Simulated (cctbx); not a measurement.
**Ho2CuSe4: solution and refinement**

Cell a = 11.4990 Å, b = 11.4990 Å, c = 11.4990 Å, α = 90.00°, β = 90.00°, γ = 90.00°; space group Fd-3m (no. 227, origin choice 1); content Ho16 Se32 Cu8.

Simulated single-crystal data (cctbx): Mo Kα, λ = 0.71073 Å, to d = 0.75 Å, 80 % of the full sphere, strongest reflection 40000 counts, noise from counting, a 4 % proportional error and a noise floor of 4 counts (s.d.); no absorption.

Charge flipping in P1 on normalised amplitudes to 0.75 Å, δ = 1.1 σ, 20 % of the reflections treated as weak, 300 cycles:

```text
cycle      R  skewness
    0  0.593     0.16
   25  0.298     5.65
   50  0.271     5.37
   75  0.267     5.34
  100  0.268     5.31
  125  0.278     5.32
  150  0.266     5.35
  175  0.268     5.28
  200  0.271     5.32
  225  0.253     5.22
  250  0.268     5.34
  275  0.271     5.32
origin shift          correlation  skewness
 0.400  0.107  0.188      0.956     10.08
 0.025  0.483  0.313      0.956      7.56
 0.275  0.483  0.313      0.954      9.08
 0.400  0.108  0.438      0.953      7.45
taken: symmetry correlation 0.956, skewness 10.08
peak      x       y       z  mult  height/sigma
Q1    0.1250  0.1250  0.6250   16     24.0
Q2    0.1218  0.1218  0.3782   32     12.0
Q3    0.0000  0.0000  0.0000    8      9.0
Q4    0.0703  0.0703  0.5703   32      1.4
Q5    0.0363  0.1292  0.6292   96      1.2
Q6    0.0744  0.0744  0.9256   32      1.2
Q7    0.0000  0.0000  0.2460   48      1.1
Q8    0.0932  0.0932  0.0932   32      0.7
```

The origin is taken among those within 0.04 of the best correlation, by the skewness of the map.

Run time: 4.8 s on 1 thread of Arm Neoverse N1, on a shared host, peak memory 0.09 GiB.

**Question.** Which peaks are atoms, and which elements?

Heights go roughly as Z and multiplicities must add up to the content. First model: Q1 = Ho1 (16 in the cell, height 24.0), Q2 = Se1 (32 in the cell, height 12.0) and Q3 = Cu1 (8 in the cell, height 9.0). Against the true structure, Q1 is Ho, Q2 is Se and Q3 is Cu; the other peaks are not atoms.

Least squares on F², isotropic:

```text
Rint 0.038, 116 unique reflections to 0.75 A
cycle     R1     wR2    GooF  max shift (A)
   1  0.1516  0.3346  25.402   0.01577
   2  0.0057  0.0135   1.028   0.00000
final R1 0.0057 wR2 0.0135 GooF 1.028  parameters 4  data/parameter 29.0
atom        x        y        z      Ueq    occ   su(xyz)  su(Uiso or U11)
Ho1    0.12500  0.12500  0.62500   0.0025  1.000  0.00000  0.0001
Se1    0.12101  0.12101  0.37899   0.0031  1.000  0.00001  0.0001
Cu1    0.00000  0.00000  0.00000   0.0035  1.000  0.00000  0.0001
difference map: max 0.46 min -0.48 rms 0.09
Q1    0.0552  0.0552  0.9448   32    0.54  1.10 A from Cu1
Q2    0.0000  0.0000  0.5000    8    0.31  2.41 A from Se1
Q3    0.0117  0.1463  0.1885  192    0.27  1.77 A from Se1
Q4    0.0077  0.1174  0.3031  192    0.26  1.57 A from Se1
Q5    0.1042  0.1042  0.8958   32    0.20  0.49 A from Se1
```

Anisotropic refinement:

```text
Rint 0.038, 116 unique reflections to 0.75 A
cycle     R1     wR2    GooF  max shift (A)
   1  0.0088  0.0240   1.835   0.00000
   2  0.0056  0.0129   0.990   0.00000
final R1 0.0056 wR2 0.0129 GooF 0.990  parameters 6  data/parameter 19.3
atom        x        y        z      Ueq    occ   su(xyz)  su(Uiso or U11)
Ho1    0.12500  0.12500  0.62500   0.0025  1.000  0.00000  0.0001
Se1    0.12101  0.12101  0.37899   0.0032  1.000  0.00001  0.0001
Cu1    0.00000  0.00000  0.00000   0.0035  1.000  0.00000  0.0001
difference map: max 0.45 min -0.47 rms 0.09
Q1    0.0543  0.0543  0.9457   32    0.50  1.08 A from Cu1
Q2    0.0000  0.0000  0.5000    8    0.29  2.41 A from Se1
Q3    0.0117  0.1457  0.1873  192    0.26  1.76 A from Se1
Q4    0.0056  0.1165  0.3087  192    0.26  1.55 A from Se1
Q5    0.0079  0.0655  0.8781  192    0.19  1.57 A from Se1
Q6    0.0447  0.1913  0.6913   96    0.17  1.42 A from Ho1
```

**Reading.** The refinement ends at R1 = 0.0056, wR2 = 0.0129, GooF = 0.99, with difference density between -0.47 and 0.45 e/Å³. Every site matches the true model in element, within 0.001 Å r.m.s., up to an allowed shift of origin.

True model:

```
atom  mult.       x       y       z  Ueq (Å²)
 Ho1     16     1/8     5/8     1/8    0.0025
 Se1     32  0.3710  0.8710  0.3710    0.0031
 Cu1      8     1/2       0     1/2    0.0035
```

This is a model crystal, built by substitution and not relaxed, with assumed displacement parameters.

[Middle refinement cycles are left out of these outputs.]

[Logs are printed without paths, hosts, clocks, repeated set-up lines and the standing remarks that a program may print on its own settings, such as how far it seeks lower states.]
